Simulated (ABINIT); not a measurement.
# How slowly RPA converges: Rb2AlTlH6 (Fm-3m)

Wanted: RPA correlation energy of Rb2AlTlH6 (Fm-3m), with cost.

Method: LDA and many-body steps on it, plane waves, in ABINIT 10.8.3.

This is a report of a sequence of runs, with most program output left out.

### 1. Starting point

Symmetry: Fm-3m, No. 225, cubic system. Conventional cell: a = 8.687 Å, b = 8.687 Å, c = 8.687 Å, α = 90.00°, β = 90.00°, γ = 90.00°. Nearest to Rb lie 12 H at 3.10 Å. Nearest to Al lie 6 H at 1.79 Å. Nearest to Tl lie 6 H at 2.56 Å. Nearest to H lie 1 Al at 1.79 Å and 4 H at 2.53 Å and 1 Tl at 2.56 Å and 4 Rb at 3.10 Å. Farther neighbours are not listed.

The cell and positions are those that the Materials Project relaxed with its own functionals (PBE, PBE+U or r2SCAN), kept fixed. Spin-orbit coupling is left out unless a step names it.

### 2. Empty states on the mesh, 2×2×2 mesh, 559 bands

This step: ABINIT 10.8.3; DFT, LDA, plane waves, norm-conserving pseudopotentials.

The sums over transitions need many empty states on a uniform mesh; this step solves for them.

Input file run.abi:

```
acell 3*1.0 Angstrom
rprim 
  0.000000000000 4.343365000000 4.343365000000
  4.343365000000 -0.000000000000 4.343365000000
  4.343365000000 4.343365000000 -0.000000000000
ntypat 4
znucl 37 13 81 1
natom 10
typat 1 1 2 3 4 4 4 4 4 4
xred 
  0.250000000000 0.250000000000 0.250000000000
  0.750000000000 0.750000000000 0.750000000000
  0.500000000000 0.500000000000 0.500000000000
  0.000000000000 0.000000000000 -0.000000000000
  0.294156000000 0.705844000000 0.705844000000
  0.294156000000 0.705844000000 0.294156000000
  0.705844000000 0.294156000000 0.705844000000
  0.705844000000 0.705844000000 0.294156000000
  0.294156000000 0.294156000000 0.705844000000
  0.705844000000 0.294156000000 0.294156000000
pp_dirpath "pseudos"
pseudos "Rb.upf, Al.upf, Tl.upf, H.upf"
ecut 31
ngkpt 2 2 2
nshiftk 1
shiftk 0 0 0
kptopt 1
chksymbreak 0
iscf -2
irdden 1
istwfk *1
nband 559
nbdbuf 50
tolwfr 1e-09
nstep 60
prtvol 0
indata_prefix "in"
outdata_prefix "out"
tmpdata_prefix "tmp"
```

The run is started by

```
> OMP_NUM_THREADS=1 mpirun -n 4 abinit run.abi > log
```

Elapsed: 18 min, on 4 MPI ranks of Arm Neoverse N1, shared host; peak memory 0.65 GiB; 71 min of CPU time.

Numbers from this step:

| Quantity | Value |
| --- | --- |
| gap | 0.4014 eV |
| k of the valence top | 0.5, 0.5, 0 |
| k of the conduction bottom | 0.5, 0, 0 |
| least direct gap | 1.814 eV |
| k points computed | 3 |
| lowest point of the top converged band, above the valence top | 109.3800 eV |

On this mesh the gap is 0.401 eV.

The density comes from a self-consistent run that is not shown.

### 3. RPA energy: 2×2×2 mesh, 100 bands, screening to 43.5 eV

The RPA dielectric matrix is built and inverted for each q.

This step: RPA screening on LDA, plane waves, norm-conserving pseudopotentials.

run.abi, as its differences from that of step 2:

```diff
@@ -28,10 +28,15 @@
 chksymbreak 0
-iscf -2
-irdden 1
 istwfk *1
-nband 559
-nbdbuf 50
-tolwfr 1e-09
-nstep 60
-prtvol 0
+occopt 1
+irdwfk 1
+optdriver 3
+nband 100
+ecuteps 1.6
+inclvkb 2
+awtr 1
+symchi 1
+gwcalctyp 1
+nfreqre 0
+nfreqim 8
+gwrpacorr 1
 indata_prefix "in"
```

Elapsed: 30 s, on 4 MPI ranks; peak memory 1.2 GiB.

This step gave:

* ε∞ with local fields, on this mesh, along the program's q direction: 9.042
* the same without local fields: 10.54
* plasma frequency: 18.35 eV
* plane waves in the screening matrix: 113
* RPA correlation energy: -21.53 eV

Local fields lower ε∞ by 14 %. On a Γ-centred mesh this coarse the value itself is usually too large, while a short band sum pulls it down.

### 4. RPA energy: 2×2×2 mesh, 192 bands, screening to 70.7 eV

run.abi, as its differences from that of step 3:

```diff
@@ -32,4 +32,4 @@
 optdriver 3
-nband 100
-ecuteps 1.6
+nband 192
+ecuteps 2.6
 inclvkb 2
```

The job ended after 72 s (4 MPI ranks; peak memory 1.6 GiB; 4.8 min of CPU time).

This step gave:

| Item | Value |
| --- | --- |
| ε∞ with local fields, on this mesh, along the program's q direction | 9.015 |
| the same without local fields | 10.56 |
| plasma frequency | 18.35 eV |
| plane waves in the screening matrix | 229 |
| RPA correlation energy | -32.52 eV |

### 5. RPA energy: 2×2×2 mesh, 337 bands, screening to 108.8 eV

run.abi, as its differences from that of step 4:

```diff
@@ -32,4 +32,4 @@
 optdriver 3
-nband 192
-ecuteps 2.6
+nband 337
+ecuteps 4
 inclvkb 2
```

Wall time 2.8 min (4 MPI ranks); peak memory 2.2 GiB; 11 min of CPU time.

This step gave:

| Quantity | Value |
| --- | --- |
| ε∞ with local fields, on this mesh, along the program's q direction | 9.023 |
| the same without local fields | 10.57 |
| plasma frequency | 18.35 eV |
| plane waves in the screening matrix | 411 |
| RPA correlation energy | -41.48 eV |

### 6. RPA energy: 2×2×2 mesh, 509 bands, screening to 144.2 eV

run.abi, as its differences from that of step 5:

```diff
@@ -32,4 +32,4 @@
 optdriver 3
-nband 337
-ecuteps 4
+nband 509
+ecuteps 5.3
 inclvkb 2
```

It took 7.7 min on 4 MPI ranks; peak memory 3.6 GiB; 31 min of CPU time.

This step gave:

| Item | Value |
| --- | --- |
| ε∞ with local fields, on this mesh, along the program's q direction | 9.023 |
| the same without local fields | 10.57 |
| plasma frequency | 18.35 eV |
| plane waves in the screening matrix | 645 |
| RPA correlation energy | -47.86 eV |

### 7. RPA energy: 2×2×2 mesh, 192 bands, screening to 136.1 eV, 4 frequencies

run.abi, as its differences from that of step 6:

```diff
@@ -32,4 +32,4 @@
 optdriver 3
-nband 509
-ecuteps 5.3
+nband 192
+ecuteps 5
 inclvkb 2
@@ -39,3 +39,3 @@
 nfreqre 0
-nfreqim 8
+nfreqim 4
 gwrpacorr 1
```

Elapsed: 2 min, on 4 MPI ranks; peak memory 2.1 GiB.

This step gave:

```yaml
eps_infinity_with_local_fields_on_this_mesh_along_the_program_s_q_direction: 9.005
the_same_without_local_fields: 10.56
plasma_frequency: 18.35 eV
plane_waves_in_the_screening_matrix: 609
rpa_correlation_energy: -35.72 eV
```

### 8. The rungs together

Times are wall times on 4 MPI ranks of Arm Neoverse N1, shared host, good to a factor of about two.

```csv
bands,cutoff (eV),plane waves,frequencies,E_c (eV/atom),time
100,43.5,113,8,-2.153,30 s
192,70.7,229,8,-3.252,72 s
337,108.8,411,8,-4.148,2.8 min
509,144.2,645,8,-4.786,7.7 min
192,136.1,609,4,-3.572,2 min
```

### 9. Outcome

| Property | Result |
| --- | --- |
| 2×2×2 mesh, 100 bands, screening to 43.5 eV | -2.153 eV/atom |
| 2×2×2 mesh, 192 bands, screening to 70.7 eV | -3.252 eV/atom |
| 2×2×2 mesh, 337 bands, screening to 108.8 eV | -4.148 eV/atom |
| 2×2×2 mesh, 509 bands, screening to 144.2 eV | -4.786 eV/atom |
| limit by the two highest rungs | -6.00 eV/atom |

In words: Rows off the diagonal of bands and cutoff are checks and stay out of the ladder. The energy is still falling: −0.637 eV/atom over the last rung. A line in cutoff^(−3/2) puts the limit near -6.00 eV/atom, 25 % beyond the top rung; the pair below gives -5.13, so the estimate is rough. The value holds the valence electrons of these pseudopotentials alone, on one mesh; differences between structures converge far faster than the total.

[Paths, hosts, dates, memory and timing lines, banners, echoed tables and standing remarks are left out of the program output.]

[Logs are printed without paths, hosts, clocks, repeated set-up lines and the standing remarks that a program may print on its own settings, such as how far it seeks lower states.]

[Runs of the session that timed out or met a known fault of the program may be left out.]

[Hosts, paths, dates, database ids (printed as entryN), source tags and the programs' standing remarks are cut or masked in the printed files.]

[G0W0 gaps are taken among the corrected bands and points alone; a level outside them can change the order at an edge.]

[Where Ansatz stands beside ABINIT at settings called matched, ABINIT's density can come from a denser mesh and the files from another edition; pairs whose starting gaps differed by over 0.03 eV were left out, so agreement reads better than it is.]
